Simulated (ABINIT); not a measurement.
**A GW chain in ABINIT: LiCl (Fm-3m)**

Wanted: ground state, empty states, screening and self-energy for LiCl (Fm-3m).

Calculated with ABINIT 10.8.3; LDA and many-body steps on it, plane waves.

The database entry behind the starting cell differs from later determinations by our own check (0.1 to 0.3 % short, probably kX units), so it need not match the best structure at ambient conditions.

## (1) Starting point

It takes space group Fm-3m (No. 225, cubic). The conventional cell has a = 5.130 Å, b = 5.130 Å, c = 5.130 Å, α = 90.00°, β = 90.00°, γ = 90.00°. Nearest to Li lie 6 Cl at 2.56 Å. Cl has 6 Li at 2.56 Å nearest. Farther neighbours and most contacts between anions are not listed.

Structure file:

```cif
data_structure
_symmetry_space_group_name_H-M 'Fm-3m'
_symmetry_Int_Tables_number 225
_cell_length_a 5.1295
_cell_length_b 5.1295
_cell_length_c 5.1295
_cell_angle_alpha 90.000
_cell_angle_beta 90.000
_cell_angle_gamma 90.000
_cell_volume 134.97
loop_
_atom_site_label
_atom_site_type_symbol
_atom_site_symmetry_multiplicity
_atom_site_Wyckoff_symbol
_atom_site_fract_x
_atom_site_fract_y
_atom_site_fract_z
_atom_site_occupancy
Li1 Li 4 a 0.00000 0.00000 0.00000 1
Cl1 Cl 4 b 0.50000 0.00000 0.00000 1
```

The cell and positions come from the Crystallography Open Database and are kept as given unless a step says otherwise.

## (2) Ground state

This step: ABINIT 10.8.3; DFT, LDA, plane waves, norm-conserving pseudopotentials.

The ground-state density comes first.

Input file run.abi:

```
acell 3*1.0 Angstrom
rprim 
  0.000000000000 2.564770000000 2.564770000000
  2.564770000000 0.000000000000 2.564770000000
  2.564770000000 2.564770000000 -0.000000000000
ntypat 2
znucl 3 17
natom 2
typat 1 2
xred 
  0.000000000000 0.000000000000 0.000000000000
  0.500000000000 0.500000000000 0.500000000000
pp_dirpath "pseudos"
pseudos "Li.upf, Cl.upf"
ecut 33
ngkpt 8 8 8
nshiftk 1
shiftk 0 0 0
kptopt 1
chksymbreak 0
nband 10
occopt 1
tolvrs 1e-10
nstep 60
prtwf 0
optforces 0
optstress 0
indata_prefix "in"
outdata_prefix "out"
tmpdata_prefix "tmp"
```

Started as:

```sh
> OMP_NUM_THREADS=1 mpirun -n 4 abinit run.abi > log
```

Numbers of over 12 decimals in the logs are rounded to 6 here.

Output:

```text
.Version 10.8.3 of ABINIT. v10.8.2 released Aug 2026.

 Symmetries : space group Fm -3 m (#225); Bravais cF (face-center cubic)
================================================================================
 Values of the parameters that define the memory need of the present run
     intxc =       0    ionmov =       0      iscf =       7    lmnmax =       6
     lnmax =       6     mgfft =      36  mpssoang =       3    mqgrid =    3001
     natom =       2  nloc_mem =       1    nspden =       1   nspinor =       1
    nsppol =       1      nsym =      48    n1xccc =    2501    ntypat =       2
    occopt =       1   xclevel =       1
-    mband =          10        mffmem =           1         mkmem =           8
       mpw =        2076          nfft =       46656          nkpt =          29
================================================================================
  Rough estimation (10% accuracy) of disk space for files :
================================================================================

--------------------------------------------------------------------------------
------------- Echo of variables that govern the present computation ------------
--------------------------------------------------------------------------------
 -outvars: echo values of preprocessed input variables --------
            acell      1.8897261259E+00  1.8897261259E+00  1.8897261259E+00 Bohr

      chksymbreak           0
             ecut      3.30000000E+01 Hartree
-          fftalg         312

              ixc       -1012
              kpt      0.00000000E+00  0.00000000E+00  0.00000000E+00
                       1.25000000E-01  0.00000000E+00  0.00000000E+00
                       2.50000000E-01  0.00000000E+00  0.00000000E+00
                       3.75000000E-01  0.00000000E+00  0.00000000E+00
                       5.00000000E-01  0.00000000E+00  0.00000000E+00
                       1.25000000E-01  1.25000000E-01  0.00000000E+00
                       2.50000000E-01  1.25000000E-01  0.00000000E+00
                       3.75000000E-01  1.25000000E-01  0.00000000E+00
                       5.00000000E-01  1.25000000E-01  0.00000000E+00
   [... 18 further rows ...]
                      -3.75000000E-01  5.00000000E-01  1.25000000E-01
                      -2.50000000E-01  5.00000000E-01  2.50000000E-01
         kptrlatt        8    0    0      0    8    0      0    0    8
          kptrlen      5.48342967E+01
P           mkmem           8
            natom           2
            nband          10
            ngfft          36      36      36
             nkpt          29
            nstep          60
             nsym          48
           ntypat           2
              occ      2.000000  2.000000  2.000000  2.000000  2.000000  0.000000
                       0.000000  0.000000  0.000000  0.000000
        optforces           0
        optstress           0
            prtwf           0
            rprim      0.0000000000E+00  2.5647700000E+00  2.5647700000E+00
[...]
spgroup         225

           tolvrs      1.00000000E-10

             xred      0.0000000000E+00  0.0000000000E+00  0.0000000000E+00
[...]
znucl        3.00000   17.00000

================================================================================

 chkinp: Checking input parameters for consistency.

================================================================================
== DATASET  1 ==================================================================
-   mpi_nproc: 4, omp_nthreads: 1 (-1 if OMP is not activated)

--- !DatasetInfo
iteration_state: {dtset: 1, }
dimensions: {natom: 2, nkpt: 29, mband: 10, nsppol: 1, nspinor: 1, nspden: 1, mpw: 2076, }
cutoff_energies: {ecut:  33.0, pawecutdg:  -1.0, }
electrons: {nelect:   1.00000000E+01, charge:   0.00000000E+00, occopt:   1.00000000E+00, tsmear:   1.00000000E-02, }

 Real(R)+Recip(G) space primitive vectors, cartesian coordinates (Bohr,Bohr^-1):
 R(1)=  0.0000000  4.8467129  4.8467129  G(1)= -0.1031627  0.1031627  0.1031627
 R(2)=  4.8467129  0.0000000  4.8467129  G(2)=  0.1031627 -0.1031627  0.1031627
 R(3)=  4.8467129  4.8467129  0.0000000  G(3)=  0.1031627  0.1031627 -0.1031627
 Unit cell volume ucvol=  2.2770464E+02 bohr^3
 Angles (23,13,12)=  6.00000000E+01  6.00000000E+01  6.00000000E+01 degrees

 getcut: wavevector=  0.0000  0.0000  0.0000  ngfft=  36  36  36
         ecut(hartree)=     33.000   => boxcut(ratio)=   2.03104

--- Pseudopotential description ------------------------------------------------
- Li Generated using ONCVPSP code by D. R. Hamann
-  3.00000   3.00000  180309                  znucl, zion, pspdat
12 -1012 1 -1 1944                            pspcod,pspxc,lmax,lloc,mmax
     nproj     2     2     0
  pspatm : epsatm=    2.61415252
         --- l  ekb(1:nproj) -->
[...]
pspatm: atomic psp has been read  and splines computed

- Cl Generated using ONCVPSP code by D. R. Hamann
- 17.00000   7.00000  180309                  znucl, zion, pspdat
12 -1012 2 -1 1016                            pspcod,pspxc,lmax,lloc,mmax
     nproj     2     2     2
  pspatm : epsatm=    8.88507506
         --- l  ekb(1:nproj) -->
[...]
2   -2.920207   -0.831515
 pspatm: atomic psp has been read  and splines computed

   1.14992276E+02                                ecore*ucvol(ha*bohr**3)
--------------------------------------------------------------------------------

_setup2: Arith. and geom. avg. npw (full set) are    2061.986    2061.975

================================================================================

--- !BeginCycle
iteration_state: {dtset: 1, }
solver: {iscf: 7, nstep: 60, nline: 4, wfoptalg: 0, }
tolerances: {tolvrs: 1.00E-10, }

     iter   Etot(hartree)      deltaE(h)  residm     vres2
 ETOT  1  -23.641098536152    -2.364E+01 9.250E-02 1.535E+01
 ETOT  2  -23.652893611482    -1.180E-02 5.402E-03 1.514E+00
 ETOT  3  -23.653220055011    -3.264E-04 5.006E-04 3.349E-02
 ETOT  4  -23.653223012686    -2.958E-06 3.313E-04 7.003E-04
 ETOT  5  -23.653223039321    -2.663E-08 1.223E-04 1.371E-06
 ETOT  6  -23.653223039481    -1.602E-10 1.546E-04 7.959E-08
 ETOT  7  -23.653223039489    -8.210E-12 5.053E-05 4.194E-10
 ETOT  8  -23.653223039489     1.101E-13 6.118E-05 3.813E-12

 At SCF step    8       vres2   =  3.81E-12 < tolvrs=  1.00E-10 =>converged.

--- !ResultsGS
iteration_state: {dtset: 1, }
comment   : Summary of ground state results
lattice_vectors:
- [  0.0000000,   4.8467129,   4.8467129, ]
- [  4.8467129,   0.0000000,   4.8467129, ]
- [  4.8467129,   4.8467129,  -0.0000000, ]
lattice_lengths: [   6.85429,    6.85429,    6.85429, ]
lattice_angles: [ 60.000,  60.000,  60.000, ] # degrees, (23, 13, 12)
lattice_volume:   2.2770464E+02
convergence: {deltae:  1.101E-13, res2:  3.813E-12, residm:  6.118E-05, diffor:  0.000E+00, }
etotal    :  -2.36532230E+01
entropy   :   0.00000000E+00
fermie    :   3.01875738E-03
cartesian_stress_tensor: null
pressure_GPa: null
xred      :
- [  0.0000E+00,   0.0000E+00,   0.0000E+00, Li]
- [  5.0000E-01,   5.0000E-01,   5.0000E-01, Cl]
cartesian_forces: null
force_length_stats: {min: null, max: null, mean: null, }

 Integrated electronic density in atomic spheres:
 ------------------------------------------------
 Atom  Sphere_radius  Integrated_density
    1        2.00000          2.18047985
    2        2.00000          5.05706502
================================================================================

 ----iterations are completed or convergence reached----

 Mean square residual over all n,k,spin=   38.223E-08; max=  61.179E-06
 reduced coordinates (array xred) for    2 atoms
       0.000000000000      0.000000000000      0.000000000000
       0.500000000000      0.500000000000      0.500000000000
 rms dE/dt=  0.0000E+00; max dE/dt=  0.0000E+00; dE/dt below (all hartree)
    1       0.000000000000      0.000000000000      0.000000000000
    2       0.000000000000      0.000000000000      0.000000000000

 cartesian coordinates (angstrom) at end:
    1      0.000000     0.000000     0.000000
    2      2.564770     2.564770     2.564770
 length scales=  1.889726125908  1.889726125908  1.889726125908 bohr
              =  1.000000000000  1.000000000000  1.000000000000 angstroms
 prteigrs : about to open file out_EIG
 Fermi (or HOMO) energy (hartree) =   0.00302   Average Vxc (hartree)=  -0.33947
 Eigenvalues (hartree) for nkpt=  29  k points:
 kpt#   1, nband= 10, wtk=  0.00195, kpt=  0.0000  0.0000  0.0000 (reduced coord)
  -1.55651   -0.48741    0.00302    0.00302    0.00302    0.22311    0.42866    0.42866
   0.42866    0.52251
 prteigrs : prtvol=0 or 1, do not print more k-points.

--- !EnergyTerms
iteration_state     : {dtset: 1, }
comment             : Components of total free energy in Hartree
kinetic             :  1.06959156467139E+01
hartree             :  3.74957798508214E+00
xc                  : -6.08154607058946E+00
Ewald energy        : -1.60774317274495E+01
psp_core            :  5.05006299991452E-01
local_psp           : -1.42268650828222E+01
non_local_psp       : -2.21788009041570E+00
total_energy        : -2.36532230394894E+01
total_energy_eV     : -6.43636988089881E+02
band_energy         : -4.31621796700374E+00

== END DATASET(S) ==============================================================
================================================================================

 -outvars: echo values of variables after computation  --------
           etotal     -2.3653223039E+01
            nband          10
             nkpt          29
          spgroup         225
 [... the other variables as echoed above ...]

 Calculation completed.
```

Wall time 4.9 s (4 MPI ranks of Arm Neoverse V2, shared host); peak memory 0.27 GiB.

Numbers from this step:

```
total energy               : -643.6370 eV
gap                        : 5.989 eV
k of the valence top       : 0, 0, 0
k of the conduction bottom : 0, 0, 0
least direct gap           : 5.989 eV
```

The gap is direct, at Γ.

(Part 1 of 3 ends here.)

[Paths, hosts, dates, memory and timing lines, banners, echoed tables and standing remarks are left out of the program output.]

[Logs are printed without paths, hosts, clocks, repeated set-up lines and the standing remarks that a program may print on its own settings, such as how far it seeks lower states.]

[Runs of the session that timed out or met a known fault of the program may be left out.]

[Hosts, paths, dates, database ids (printed as entryN), source tags and the programs' standing remarks are cut or masked in the printed files.]

[G0W0 gaps are taken among the corrected bands and points alone; a level outside them can change the order at an edge.]

[Where Ansatz stands beside ABINIT at settings called matched, ABINIT's density can come from a denser mesh and the files from another edition; pairs whose starting gaps differed by over 0.03 eV were left out, so agreement reads better than it is.]
